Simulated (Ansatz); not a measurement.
# How Sr(111) screens a field, part 2 of 2

Wanted: the response of a Sr(111) slab to a perpendicular field.

Ansatz 0.2.0; plane-wave DFT, PBE, Ansatz PAW.

So far. Step 6 (Single point, field -0.1 V/Å): The dipole is -0.236 e·Å. Step 7 (Atoms held, field 0.15 V/Å): The dipole is 0.354 e·Å.

## (8) The response

This step: plane-wave DFT, PBE, Ansatz PAW; screening of a field by a metal slab (Ansatz 0.2.0).

The dipoles give the slope, and the difference of two potentials shows where the field is screened.

This step gave:

```
equivalent conductor thickness p/(ε₀AE)      : 26.68 Å
distance between the outer atoms             : 21.06 Å
inner field over outer field                 : -7.08e-4
image plane, upper face                      : 2.829 Å
induced electrons on the upper face over ε₀E : -0.9934
image plane, lower face                      : 2.829 Å
induced electrons on the lower face over ε₀E : 0.9933
```

The dipole of the cell by applied field:

| applied field (V/Å) | dipole of the cell (e·Å) |
| --- | --- |
| -0.100 | -0.236 |
| -0.030 | -0.0708 |
| 0.000 | -1.7e-6 |
| 0.030 | 0.0708 |
| 0.100 | 0.236 |
| 0.150 | 0.354 |

Local field over the applied field, running mean. From the potentials at -0.03 and 0.03 V/Å; running mean over 3.51 Å. Table of local field over applied field by z:

| z (Å) | local field over applied field |
| --- | --- |
| 5 | 0.852 |
| 6 | 0.608 |
| 7 | 0.292 |
| 8 | 0.0611 |
| 9 | -0.0395 |
| 10 | -0.0220 |
| 11 | 0.00705 |
| 12 | 4.4e-5 |
| 13 | -0.00440 |
| 14 | 0.00141 |
| 15 | 9.4e-4 |
| 16 | -0.00266 |
| 17 | -0.00116 |
| 18 | 3.8e-4 |
| 19 | -0.00145 |
| 20 | -0.00156 |
| 21 | 3.3e-4 |
| 22 | -9.8e-4 |
| 23 | -0.00275 |
| 24 | 6.8e-4 |
| 25 | 0.00168 |
| 26 | -0.00417 |
| 27 | -5.9e-4 |
| 28 | 0.00718 |
| 29 | -0.0193 |
| 30 | -0.0412 |
| 31 | 0.0509 |
| 32 | 0.274 |
| 33 | 0.589 |
| 34 | 0.842 |

Electrons, planar mean, per unit field. Table of induced electron density by z:

z (Å), induced electron density (e/Å³ per V/Å) and a bar from the least value:
```
        5    0.00055 ##################
        6    0.00177 #######################
        7    0.00313 ##############################
        8    0.00095 ####################
        9   -0.00147 ########
       10   -0.00001 ###############
       11    0.00048 #################
       12   -0.00019 ##############
       13   -0.00011 ##############
       14    0.00017 ################
       15    0.00000 ###############
       16   -0.00011 ##############
       17    0.00005 ###############
       18    0.00002 ###############
       19   -0.00006 ###############
       20    0.00005 ###############
       21   -0.00002 ###############
       22   -0.00005 ###############
       23    0.00011 ################
       24    0.00002 ###############
       25   -0.00017 ##############
       26    0.00008 ###############
       27    0.00020 ################
       28   -0.00045 #############
       29   -0.00006 ###############
       30    0.00144 ######################
       31   -0.00069 ############
       32   -0.00313 
       33   -0.00187 ######
       34   -0.00060 ############
```

By hand: between -0.03 and 0.03 V/Å the dipole changes by 0.1416 e·Å, a slope of 2.359 e·Å²/V. A perfect conductor of thickness t has p = ε₀AEt, so t = 180.95 × 2.359 / 16.007 = 26.67 Å (e/ε₀ = 180.95 V·Å, A in Å²). Less the 21.06 Å between the outer atoms, and halved, that puts each image plane 2.80 Å out.

The induced dipole is that of a conductor 26.68 Å thick.

## (9) The same run with other settings

This step: plane-wave DFT, PBE, Ansatz PAW (Ansatz 0.2.0).

A run with a changed input: it repeats the earlier run at 0.03 V/Å with scf.eigensolver.kind to davidson and kpoints.mp_grid.grid from [12, 12, 1] to [10, 10, 1].

File input.yaml:

```yaml
crystal:
  lattice:
    - [4.2992092296, 0.0, 0.0]
    - [2.1496046148, 3.723224409, 0.0]
    - [0.0, 0.0, 39.06173782]
  atoms:
    - { symbol: Sr, position: [0.0, 0.0, 0.2304044956] }
    - { symbol: Sr, position: [0.3333333333, 0.3333333333, 0.3202696637] }
    - { symbol: Sr, position: [0.6666666667, 0.6666666667, 0.4101348319] }
    - { symbol: Sr, position: [0.0, 0.0, 0.5] }
    - { symbol: Sr, position: [0.3333333333, 0.3333333333, 0.5898651681] }
    - { symbol: Sr, position: [0.6666666667, 0.6666666667, 0.6797303363] }
    - { symbol: Sr, position: [0.0, 0.0, 0.7695955044] }
kpoints:
  mp_grid: { grid: [10, 10, 1] }
hamiltonian:
  xc: pbe
scf:
  occupations: { method: fermi_dirac, width: 0.1 }
  convergence: { dr2_threshold: 1.0e-10 }
  eigensolver: { kind: davidson }
efield:
  axis: 3
  dipole_correction: true
  ramp_position: 0.97
  ramp_width: 0.06
  amplitude: 0.03
output:
  forces: true
  write_potential: true
  write_density: true
  volumetric_format: npy
```

The run is started by

```sh
$ ansatz run input.yaml --threads 2 --pin off --max-ram 3072MiB --backend cpu --events-out ev --progress --plain --runs-dir out
```

Numbers of over 12 decimals in the logs are rounded to 6 here.

The program printed:

```text
[...]
Crystal: 7 atoms, lattice volume = 625.258 Å³
Basis set: ecut = 420 eV, 12185 PW (Γ), exchange–correlation on 60×60×540 points (8 copies of the dense FFT grid, shifted against one another)
Bands: 42, of which v1, the nominal top of the filled ones, is band 35 counted from 1 (34 counted from 0)
Symmetry: 6 space group operations
k-points: 14 of 100 (time reversal used)
[...]
iter 1 solved again at ethr=1.28e-2 eV; its pass at ethr=1.00e-1 eV (dr2=8.96e0 eV) is discarded
SCF iter   1: F=—  HF=-24809.507016 eV  |F-HF|=—  |Δ(HF+E_count)|=         —  Δρ=6.16e-3  dr2=1.16e1  ethr=1.28e-2  p=0.065 e·Å  D=1.89e-2 V/Å  ΔV_dip=-0.74 eV  dr2_dipole=6.61e-5  V_vac-E_F(+/−)=4.56/4.21 eV  ⟨swp⟩=12.6  Hψ=7419  notcnv=0
[...]
eigensolver tolerance schedule calibrated: the retry pair's looser diagonalisation under-reported the residual by θ = 0.23 (0.25/decade); ethr = c·dr2/N_el runs at the constant in force after the calibration composes with the one it found (an armed cap, an earlier calibration), c = 1.6e-2
[...]
SCF iter   2: F=—  HF=-24809.369040 eV  |F-HF|=—  |Δ(HF+E_count)|=   1.38e-1  Δρ=5.16e-3  dr2=1.37e1  ethr=2.59e-3  p=0.073 e·Å  D=2.11e-2 V/Å  ΔV_dip=-0.82 eV  dr2_dipole=7.07e-3  V_vac-E_F(+/−)=1.86/1.60 eV  ⟨swp⟩=9.0  Hψ=2307  notcnv=0
[...]
SCF iter  13: F=-24809.013353 eV  HF=-24809.013353 eV  |F-HF|=1.46e-11  |Δ(HF+E_count)|=  8.37e-11  Δρ=3.57e-8  dr2=1.49e-11  ethr=1.00e-12  p=0.071 e·Å  D=2.05e-2 V/Å  ΔV_dip=-0.80 eV  dr2_dipole=1.33e-14  V_vac-E_F(+/−)=2.84/2.56 eV  ⟨swp⟩=3.1  Hψ=1348  notcnv=0
SCF 1 converged in 13 iterations: F = -24809.013353 eV  dr2 = 1.49e-11
  Residual-converged pass: ⟨swp⟩=7.3  Hψ=3074  notcnv=0  max |occ|·‖R‖ = 1.0e-8 eV (tolerance 1.0e-8 eV)  dr2=1.64e-11  dr2_onsite=5.07e-13  max |Δocc| = 2.2e-8
[...]
SCF converged after 13 iterations
Free energy (F): -24809.013353 eV
[...]
Internal energy: -24808.695781 eV  (E = F + TS)
E sigma→0 (E₀):  -24808.854567 eV
Entropy (-TS):   -0.317572 eV (-45.367 meV/atom)
Fermi energy:    2.157151 eV
Dipole field:    D = 0.020485 V/Å  (p = 0.070785 e·Å, saw-weighted, corrected)
Work function:   not extracted (applied field tilts the vacuum); planar V_es + V_field profile in the machine report
[...]
--- Forces (eV/Å), atoms counted from 1 ---
  atom   1  Sr     0.00000000     0.00000000     0.07613511
  atom   2  Sr     0.00000000    -0.00000000    -0.05624333
  atom   3  Sr     0.00000000    -0.00000000     0.00227360
  atom   4  Sr     0.00000000    -0.00000000     0.00013233
  atom   5  Sr     0.00000000     0.00000000    -0.00194109
  atom   6  Sr     0.00000000    -0.00000000     0.05712450
  atom   7  Sr     0.00000000    -0.00000000    -0.07748064
  max |Σ_I F_I| component: 4.83e-7 eV/Å
--- Band table (eV; the first three rows and the last of 14) ---
  k-point 0: bands = [... 31 lower, -0.5358, -0.0701, 0.4236, 0.8596, 2.2152, 2.3736, 2.6544, 2.9611, ... 10 higher]
  k-point 1: bands = [... 31 lower, -0.4036, 0.0603, 0.5552, 0.9986, 2.2189, 2.4034, 2.6893, 2.9855, ... 10 higher]
  k-point 2: bands = [... 31 lower, -0.0284, 0.4261, 0.9186, 1.3780, 2.2327, 2.4864, 2.7775, 3.0233, ... 10 higher]
  k-point 13: bands = [... 31 lower, 2.0406, 2.1688, 2.1757, 2.2177, 2.2349, 2.3331, 2.3532, 2.5017, ... 10 higher]
```

It took 83 s on 2 threads of Arm Neoverse N1, shared host; peak memory 0.81 GiB.

| quantity | this run | earlier run | difference |
| --- | --- | --- | --- |
| dipole along the normal (e·Å) | 0.07078 | 0.07078 | 5.0e-6 |

The dipole moves by under 0.5 % or 5e-5 e·Å.

The change did no harm here.

## (10) Varying the input

An input spoilt on purpose, to show how the run answers: it repeats the earlier run at 0.03 V/Å with scf.n_extra_bands to 0 and scf.occupations from method: fermi_dirac, width: 0.1 to method: fermi_dirac, width: 0.3, and scf.max_iter set to 50.

Changes to input.yaml since step 9:

```diff
@@ -14,3 +14,3 @@
 kpoints:
-  mp_grid: { grid: [10, 10, 1] }
+  mp_grid: { grid: [12, 12, 1] }
 hamiltonian:
@@ -18,5 +18,6 @@
 scf:
-  occupations: { method: fermi_dirac, width: 0.1 }
+  occupations: { method: fermi_dirac, width: 0.3 }
   convergence: { dr2_threshold: 1.0e-10 }
-  eigensolver: { kind: davidson }
+  n_extra_bands: 0
+  max_iter: 50
 efield:
```

The program printed:

```text
Error: inconsistent input (scf.n_extra_bands, scf.occupations.method): n_bands = 35 leaves no empty band above the 35 bands per channel that the deck's 70 electrons occupy, and the occupations search for the Fermi level (a smearing at a finite width, or tetrahedra): a level found among occupied bands alone can fill a metal as an insulator; raise scf.n_extra_bands until at least 36 bands are solved (omitted, it auto-derives to 53) (see scf.n_extra_bands in the input reference)
```

It took 0.06 s on 2 threads; peak memory 0.069 GiB.

The program refused the input before any cycle.

The program's message: “Error: inconsistent input (scf.n_extra_bands, scf.occupations.method): n_bands = 35 leaves no empty band above the 35 bands per channel that the deck's 70 electrons occupy, and the occupations search …”

The fault put into the input: too few bands.

## (11) Results

```json
{
 "work function": "2.71 eV",
 "image plane, upper face": "2.83 Å",
 "induced electrons on the upper face over ε₀E": "-0.993",
 "equivalent conductor thickness p/(ε₀AE)": "26.7 Å",
 "inner field over outer field": "-7.1e-4"
}
```

In words: The induced charge has its centre 2.83 Å outside the outermost atoms; this is the plane from which a capacitor's gap or an image potential counts. The equivalent conductor thickness exceeds the distance between the outer atoms by 5.61 Å, about the sum of the two image-plane distances. In the middle of the slab the field is screened to under 0.5 % of its outer value. The atoms are held at bulk positions with the tabulated experimental lattice constant.

[Logs are printed without paths, hosts, clocks, repeated set-up lines and the standing remarks that a program may print on its own settings, such as how far it seeks lower states.]

[Hosts, paths, dates, database ids (printed as entryN), source tags and the programs' standing remarks are cut or masked in the printed files.]

[Maps of the electrostatic potential energy from Ansatz leave out the sawtooth potential of an applied field or a dipole correction, so their vacuum need not be flat; planar profiles and work functions include it.]
